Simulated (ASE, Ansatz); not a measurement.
## Electronic structure of random rock-salt alloy of CaS and PbS (64 atoms)

What does DFT give for random rock-salt alloy of CaS and PbS (64 atoms) as built?

Program: Ansatz 0.2.0. Level of theory: Kohn-Sham DFT, PBE, PAW (set soft_2), plane waves. Results are calculated unless marked as measured.

## (1) Set-up

The cell holds 64 atoms: 28 Ca, 32 S and 4 Pb. Cell: a = 11.442 Å, b = 11.442 Å, c = 11.442 Å, α = 90.0°, β = 90.0°, γ = 90.0°. It derives from CaS (rock-salt) and PbS, repeated 2×2×2. Rock-salt CaS, 2 x 2 x 2 conventional cells, 4 of 32 Ca sites given to Pb at random (x = 0.125), lattice by Vegard's rule (a = 5.721 Å); not relaxed, displaced by a Gaussian of 0.02 Å.

What the set-up can't give: The host structure and its lattice constant were typed by rule, without a check against the phase diagram. Sampling is at Γ alone, for a cell whose shortest periodic width is 11 Å. The levels lack spin–orbit coupling, which is large for the heavy elements here.

## (2) Plane-wave single point

The electrons are solved once, with the atoms held.

The input, input.yaml:

```yaml
crystal:
  lattice:
    - [11.4416, 0.0, 0.0]
    - [0.0, 11.4416, 0.0]
    - [0.0, 0.0, 11.4416]
  atoms:
    - { symbol: Ca, position: [0.00097, 0.0046, 0.00049] }
    - { symbol: S, position: [0.25058, 0.0029, 0.99925] }
    - { symbol: Ca, position: [0.9997, 0.25124, 0.24902] }
    - { symbol: S, position: [0.25232, 0.2483, 0.2474] }
    - { symbol: Ca, position: [0.24917, 0.99898, 0.25243] }
    - { symbol: S, position: [0.99996, 0.99994, 0.24781] }
    - { symbol: Ca, position: [0.24803, 0.24854, 0.00027] }
    - { symbol: S, position: [0.00122, 0.24888, 0.00083] }
    - { symbol: Pb, position: [0.0023, 0.00012, 0.49934] }
    - { symbol: S, position: [0.24719, 0.99747, 0.49755] }
    - { symbol: Ca, position: [0.99839, 0.24932, 0.75013] }
    - { symbol: S, position: [0.24639, 0.24995, 0.74901] }
    - { symbol: Ca, position: [0.25041, 0.00166, 0.74646] }
    - { symbol: S, position: [0.99886, 0.99973, 0.74991] }
    - { symbol: Pb, position: [0.25173, 0.25073, 0.50043] }
    - { symbol: S, position: [0.00104, 0.25008, 0.50123] }
    - { symbol: Ca, position: [0.00042, 0.49682, 0.00131] }
    - { symbol: S, position: [0.24842, 0.50145, 0.99698] }
    - { symbol: Ca, position: [0.99686, 0.74816, 0.25052] }
    - { symbol: S, position: [0.25249, 0.74834, 0.25109] }
    - { symbol: Ca, position: [0.24894, 0.49907, 0.25164] }
    - { symbol: S, position: [0.00389, 0.4995, 0.25181] }
    - { symbol: Ca, position: [0.25043, 0.75165, 0.99923] }
    - { symbol: S, position: [0.99943, 0.75406, 0.00069] }
    - { symbol: Pb, position: [0.99776, 0.49968, 0.49692] }
    - { symbol: S, position: [0.25478, 0.49897, 0.50016] }
    - { symbol: Ca, position: [0.99892, 0.7496, 0.75232] }
    - { symbol: S, position: [0.24687, 0.75099, 0.7495] }
    - { symbol: Ca, position: [0.25066, 0.49862, 0.75006] }
    - { symbol: S, position: [0.99833, 0.49713, 0.74817] }
    - { symbol: Ca, position: [0.25008, 0.75087, 0.49926] }
    - { symbol: S, position: [0.9998, 0.75027, 0.50004] }
    - { symbol: Ca, position: [0.50176, 0.00125, 0.99953] }
    - { symbol: S, position: [0.74804, 0.99877, 0.99983] }
    - { symbol: Ca, position: [0.499, 0.24821, 0.25107] }
    - { symbol: S, position: [0.74997, 0.25117, 0.24881] }
    - { symbol: Ca, position: [0.74787, 0.00061, 0.25099] }
    - { symbol: S, position: [0.50005, 0.00103, 0.24816] }
    - { symbol: Ca, position: [0.7486, 0.2499, 0.00125] }
    - { symbol: S, position: [0.49836, 0.2511, 0.00214] }
    - { symbol: Ca, position: [0.50017, 0.9989, 0.49736] }
    - { symbol: S, position: [0.7515, 0.99783, 0.50092] }
    - { symbol: Ca, position: [0.49894, 0.24863, 0.75128] }
    - { symbol: S, position: [0.75263, 0.25098, 0.75201] }
    - { symbol: Ca, position: [0.7482, 0.00072, 0.75107] }
    - { symbol: S, position: [0.5003, 0.00048, 0.74825] }
    - { symbol: Ca, position: [0.7479, 0.25118, 0.49953] }
    - { symbol: S, position: [0.49783, 0.25045, 0.4988] }
    - { symbol: Ca, position: [0.50132, 0.49788, 0.9986] }
    - { symbol: S, position: [0.75094, 0.4999, 0.00088] }
    - { symbol: Ca, position: [0.50133, 0.75022, 0.25212] }
    - { symbol: S, position: [0.74848, 0.74964, 0.24859] }
    - { symbol: Ca, position: [0.74814, 0.49686, 0.24976] }
    - { symbol: S, position: [0.49613, 0.50338, 0.24812] }
    - { symbol: Ca, position: [0.75378, 0.74827, 0.003] }
    - { symbol: S, position: [0.49885, 0.75059, 0.00219] }
    - { symbol: Ca, position: [0.49972, 0.50084, 0.50089] }
    - { symbol: S, position: [0.75206, 0.49922, 0.49935] }
    - { symbol: Ca, position: [0.50237, 0.74969, 0.74988] }
    - { symbol: S, position: [0.75101, 0.74822, 0.74939] }
    - { symbol: Pb, position: [0.75254, 0.49988, 0.74777] }
    - { symbol: S, position: [0.50095, 0.50061, 0.74787] }
    - { symbol: Ca, position: [0.74893, 0.75227, 0.49997] }
    - { symbol: S, position: [0.50126, 0.7473, 0.50004] }
kpoints:
  mp_grid: { grid: [1, 1, 1] }
hamiltonian:
  xc: pbe
scf:
  occupations: { method: fermi_dirac, width: 0.025 }
output:
  forces: true
  stress: true
  populations: true
  dos:
    method: { smearing: { sigma: 0.08 } }
    de: 0.1
    projected: { site_lists: { Ca: [Ca], Pb: [Pb], S: [S] } }
  eigenvalues: true
  write_density: true
  write_potential: true
  volumetric_format: npy
```

Command:

```
$ ansatz run input.yaml --threads 8 --pin off --max-ram 15872MiB --backend cpu --events-out ev --progress --plain --runs-dir out
```

Numbers of over 12 decimals in the logs are rounded to 6 here.

What it wrote:

```text
Engine: ansatz 0.2.0, aarch64-unknown-linux-gnu
Pseudopotentials: kind: paw
Pseudopotential: Ca, paw, valence charge 10, recommended cutoff 420 eV (normal), Ca.paw.azcp
Pseudopotential: S, paw, valence charge 6, recommended cutoff 420 eV (normal), S.paw.azcp
Pseudopotential: Pb, paw, valence charge 14, recommended cutoff 420 eV (normal), Pb.paw.azcp
[... 5 lines on functional and potentials left out ...]
Crystal: 64 atoms, lattice volume = 1497.822 Å³
Basis set: ecut = 420 eV, 29279 PW (Γ), exchange–correlation on 160×160×160 points (8 copies of the dense FFT grid, shifted against one another)
Bands: 328, of which v1, the nominal top of the filled ones, is band 264 counted from 1 (263 counted from 0)
Symmetry: 1 space group operations
Space group: P1 (ITA 1), of the structure as read, at distance tolerance 1.1e-4 Å
k-points: 1
[... 7 lines on functional and potentials left out ...]
Initial density: superposition of atomic densities (neutral atoms: chi_scale 0, normalization atom), corrected by the library's trained network
Initial wavefunctions: pseudopotential atomic-orbital guess
Functional: x = pbe(κ = 0.804, μ = 0.219515), c = pbe(β = 0.066725)
SCF iter   1: F=—  HF=-127487.096201 eV  |F-HF|=—  |Δ(HF+E_count)|=         —  Δρ=2.28e-3  dr2=1.05e-1  ethr=1.77e-3  ⟨swp⟩=13.0  Hψ=1996  notcnv=0  defer=15
preconditioner: auto → Resta (q_TF=auto, 2.293 Å⁻¹)  ε∞=3.8  [insulator: Δε(μ)=1.703 eV  Ē_g=10.028 eV  σ=0.025 eV  W_gap=1.00  n_scr=304 (ndim 8)  ℏωp=16.7 eV  f_vac=0.000  D(μ)=0.00/eV (n_scr^D=0)  ε∞_Penn≈3.8]
SCF iter   2: F=—  HF=-127487.085381 eV  |F-HF|=—  |Δ(HF+E_count)|=   1.08e-2  Δρ=1.14e-3  dr2=1.96e-2  ethr=1.99e-5  ⟨swp⟩=2.0  Hψ=517  notcnv=0  defer=54
SCF iter   3: F=—  HF=-127487.084194 eV  |F-HF|=—  |Δ(HF+E_count)|=   1.19e-3  Δρ=3.22e-4  dr2=1.75e-3  ethr=3.72e-6  ⟨swp⟩=2.0  Hψ=402  notcnv=0  defer=54
SCF iter   4: F=—  HF=-127487.084281 eV  |F-HF|=—  |Δ(HF+E_count)|=   8.70e-5  Δρ=6.13e-5  dr2=9.03e-5  ethr=3.31e-7  ⟨swp⟩=2.0  Hψ=424  notcnv=0  defer=54
SCF iter   5: F=—  HF=-127487.088637 eV  |F-HF|=—  |Δ(HF+E_count)|=   4.36e-3  Δρ=2.19e-5  dr2=7.08e-6  ethr=1.71e-8  ⟨swp⟩=3.0  Hψ=535  notcnv=0  defer=54
SCF iter   6: F=—  HF=-127487.088641 eV  |F-HF|=—  |Δ(HF+E_count)|=   4.26e-6  Δρ=4.93e-6  dr2=6.71e-7  ethr=1.34e-9  ⟨swp⟩=2.0  Hψ=424  notcnv=0  defer=54
SCF iter   7: F=-127487.088642 eV  HF=-127487.088642 eV  |F-HF|=2.12e-8  |Δ(HF+E_count)|=   7.45e-8  Δρ=1.64e-6  dr2=5.15e-8  ethr=1.89e-11  ⟨swp⟩=28.0  Hψ=3122  notcnv=0
SCF 1 converged in 7 iterations: F = -127487.088642 eV  dr2 = 5.15e-8
  greatest PAW one-centre occupation: 0.995 electrons in one spin orbital (limit 2), on the Ca atom at site 56 (counted from 0), in its partial waves of l = 0
SCF converged after 7 iterations
Free energy (F): -127487.088642 eV
Harris-Foulkes:  -127487.088642 eV  (|F-HF|=2.12e-8)
Internal energy: -127487.088642 eV  (E = F + TS)
E sigma→0 (E₀):  -127487.088642 eV
Fermi energy:    7.878851 eV
--- Per-component energies (eV) ---
  E_band       = -3978.085048
  E_kinetic    = 12408.174072
  E_local      = -28272.374774  (includes V_loc(G=0)·N_el)
  E_nonlocal   = 4080.722328
  E_hartree    = 9640.721255
  E_xc         = -7888.556705
  E_vxc        = -8192.429728  (∫ρ·V_xc dr)
  E_paw        = -84854.772897  (= ΣΔE_a)
  E_vpaw       = -3283.620619  (= ΣTr[D̂ρ^β])
  E_aug_tail   = 0.000086  (compensation charges beyond the density's cutoff)
  E_ewald      = -32601.002007
  E_smearing   = -0.000000  (= −TS)
  E_closure    = -0.000000  (closes the sum)
  Σ components = -127487.088642   (vs F -127487.088642, Δ=0.00e0)
--- Forces (eV/Å), atoms counted from 1 ---
  atom   1  Ca    -0.03335062    -0.25401354    -0.05584959
  atom   2  S      0.03153770    -0.13840557    -0.02091974
  atom   3  Ca     0.07503475    -0.14670749     0.14793264
  atom   4  S     -0.16086650     0.05282350    -0.41886832
  atom   5  Ca    -0.00404345    -0.03839074    -0.25610946
  atom   6  S     -0.03771819     0.05113143    -0.42550858
  atom   7  Ca     0.11016497     0.10896400    -0.02743327
  atom   8  S     -0.17422974     0.14289070     0.00114622
  atom   9  Pb    -0.23363737    -0.04822761     0.00347293
  atom  10  S      0.82780980    -0.45599764     0.09796854
  atom  11  Ca     0.04839006    -0.02672717    -0.06712874
  atom  12  S      0.19967162    -0.03846190     0.61536666
  atom  13  Ca    -0.08293681    -0.12914392     0.19293771
  atom  14  S      0.05475397     0.04761200     0.51351759
[...]
atom  63  Ca     0.15209771    -0.10597814     0.00187288
  atom  64  S     -0.01226168     0.19523886     0.05588985
  max |Σ_I F_I| component: 9.67e-5 eV/Å
--- Stress (GPa, compression-positive) ---
        1.464239       0.002159      -0.013814
        0.002159       2.160953       0.000717
       -0.013814       0.000717       1.419606
  P = ⅓ Tr σ = 1.6816 GPa (16.816 kbar)
--- Band table (eV) ---
  k-point 0: bands = ["-33.3102", "-33.2178", "-33.2025", "-33.1951", [... 312 levels ...], "11.4455", "11.4531", "11.4583", "11.4719", "11.4926", "11.5083", "11.5098", "11.5183", "11.5698", "11.5835", "11.5932", "11.5982"]
--- Löwdin populations: 64 sites ---
  site symbol       q [e]
     0     Ca      8.4488
     1      S      7.3098
     2     Ca      8.4103
[...]
63      S      7.3110
  spilling = 0.014709 (of n_electrons = 528.000000)
```

The job ended after 13 s (8 threads of Arm Neoverse V1, shared host; peak memory 1.7 GiB).

Read from the output:

```
free energy                                      : -127487.0886 eV
free energy per atom                             : -1991.9858 eV/atom
SCF cycles                                       : 7
pressure                                         : 1.682 GPa
r.m.s. force component                           : 0.2315 eV/Å
longest force                                    : 1.006 eV/Å
Fermi energy                                     : 7.879 eV
gap (highest filled to lowest empty level) : 1.604 eV
spilling of the projection                       : 0.01471
```

Length of the force by element:

| element | coordination | atoms | mean length of the force (eV/Å) | spread | least | most |
| --- | --- | --- | --- | --- | --- | --- |
| Ca | all | 28 | 0.179 | 0.0586 | 0.0496 | 0.269 |
| Pb | all | 4 | 0.27 | 0.0642 | 0.222 | 0.381 |
| S | all | 32 | 0.440 | 0.295 | 0.0481 | 1.01 |

Density of states as counts of states in windows of 1 eV (from the Fermi level), total and the larger projections:

| from (eV) | to (eV) | total | S p | Ca s | S s |
| --- | --- | --- | --- | --- | --- |
| -14 | -13 | 3.4 | 0.0 | 0.6 | 2.2 |
| -13 | -12 | 60.3 | 0.1 | 4.3 | 53.0 |
| -12 | -11 | 0.3 | 0.0 | 0.0 | 0.3 |
| -11 | -9 | 0.0 | 0.0 | 0.0 | 0.0 |
| -9 | -8 | 6.0 | 1.5 | 0.1 | 0.6 |
| -8 | -7 | 2.0 | 0.4 | 0.0 | 0.3 |
| -7 | -5 | 0.0 | 0.0 | 0.0 | 0.0 |
| -5 | -4 | 33.3 | 25.1 | 3.9 | 0.6 |
| -4 | -3 | 63.8 | 55.5 | 2.9 | 0.6 |
| -3 | -2 | 81.0 | 76.3 | 0.1 | 0.0 |
| -2 | -1 | 11.9 | 9.9 | 0.3 | 0.1 |
| -1 | 0 | 2.0 | 1.4 | 0.0 | 0.0 |
| 0 | 1 | 5.9 | 0.0 | 0.0 | 0.0 |
| 1 | 2 | 14.1 | 0.1 | 0.0 | 0.2 |
| 2 | 3 | 15.7 | 1.2 | 1.2 | 1.1 |

The curve was stored every 0.10 eV, coarse against its broadening of 0.08 eV, so these counts are rough.

Between -26 and -14 eV lie 208 more states.

The stored curve holds about 472 of the 528 electrons; the rest, give or take the few that broadening carries across the Fermi level, lie in deeper levels below its range.

The levels nearest the highest filled one (over half full), pooled over k-points and spins:

| level less the highest filled one (eV) | occupation |
| --- | --- |
| -0.968 | 2 |
| -0.960 | 2 |
| -0.958 | 2 |
| -0.836 | 2 |
| -0.775 | 2 |
| 0 | 2 |
| 1.60 | 0 |
| 1.62 | 0 |
| 1.64 | 0 |
| 2.26 | 0 |
| 2.27 | 0 |
| 2.34 | 0 |

Electrostatic potential energy in the ac plane at fractional y = 0.000, with atoms of Ca and S and Pb within 0.2 Å of it. With pseudopotentials it is smooth inside the atoms' cores, unlike the true potential.

Ten even steps from '_' (-51 eV) to '@' (10 eV), each cell a mean:
```
__::**%%@@@@++--====##@@@@%%++..__::**%%@@%%++--====##@@@@%%++..
**##%%@@@@@@%%##**##@@@@@@@@%%**++**%%@@@@@@%%##**##@@@@@@@@%%**
@@@@@@@@@@@@@@@@@@@@@@@@@@@@@@@@@@@@@@@@@@@@@@@@@@@@@@@@@@@@@@@@
@@@@@@@@@@@@@@%%%%%%@@@@@@@@@@@@@@@@@@@@@@@@@@%%%%%%@@@@@@@@@@@@
==**%%@@@@%%##==--++%%@@@@@@##++==**%%@@@@%%**----++##@@@@@@##++
==--**@@@@%%--____..**%%@@%%==--==--**@@@@##--____..**%%@@%%====
--==##@@@@%%==____..**%%@@%%++--==--##@@@@%%==..__::**@@@@%%++--
**%%@@@@@@@@##**++**%%@@@@@@%%##**##@@@@@@@@%%****##%%@@@@@@%%##
@@@@@@@@@@@@@@@@@@@@@@@@@@@@@@@@@@@@@@@@@@@@@@@@@@@@@@@@@@@@@@@@
##%%@@@@@@@@@@@@@@@@@@@@@@@@@@%%%%%%@@@@@@@@@@@@@@@@@@@@@@@@%%##
----**%%@@@@##++==**%%@@@@%%**==--++##@@@@@@##++==++%%@@@@%%++--
++----##@@%%======--##@@@@##==____..**%%@@%%======--**@@@@**--==
==--==%%@@%%++--====##@@@@%%==____::**%%@@@@++--==--##@@@@##----
==++##@@@@@@%%****##@@@@@@@@##**++**%%@@@@@@%%##**##@@@@@@@@**==
%%@@@@@@@@@@@@@@@@@@@@@@@@@@@@@@@@@@@@@@@@@@@@@@@@@@@@@@@@@@@@@@
@@@@@@@@@@@@%%%%%%%%@@@@@@@@@@@@@@@@@@@@@@@@@@%%%%%%@@@@@@@@@@@@
==**%%@@@@%%**----==##@@@@@@##++==**%%@@@@%%**----++##@@@@@@##++
==--**@@@@##--____..**%%@@%%==--==--**@@@@##--____..**%%@@%%==--
==--##@@@@%%==..__::**@@@@%%++--==--##@@@@%%==..__::**@@@@%%++--
**##@@@@@@@@%%****##%%@@@@@@%%##**##@@@@@@@@##****##%%@@@@@@%%##
@@@@@@@@@@@@@@@@@@@@@@@@@@@@@@@@@@@@@@@@@@@@@@@@@@@@@@@@@@@@@@@@
%%%%@@@@@@@@@@@@@@@@@@@@@@@@@@%%%%%%@@@@@@@@@@@@@@@@@@@@@@@@@@%%
--++##@@@@@@##++==**%%@@@@%%**==--++##@@@@@@##++==**%%@@@@%%**==
__..++%%@@%%======--**@@@@%%==____..++%%@@%%======--##@@@@##==__
```
Columns run along a (11.4 Å; values clipped at the 3rd and 97th percentile), rows up along c (11.4 Å). Atoms in or near the plane, at fractional coordinates: Ca at (0.00, 0.00), S at (0.25, 0.00), Ca at (0.25, 0.25), S at (0.00, 0.25), Pb at (0.00, 0.50), S at (0.25, 0.50), Ca at (0.25, 0.75), S at (0.00, 0.75), Ca at (0.50, 0.00), S at (0.75, 0.00), Ca at (0.75, 0.25), S at (0.50, 0.25), Ca at (0.50, 0.50), S at (0.75, 0.50) and more.

[end of part 1 of 2]

[Logs are printed without paths, hosts, clocks, repeated set-up lines and the standing remarks that a program may print on its own settings, such as how far it seeks lower states.]

[Hosts, paths, dates, database ids (printed as entryN), source tags and the programs' standing remarks are cut or masked in the printed files.]
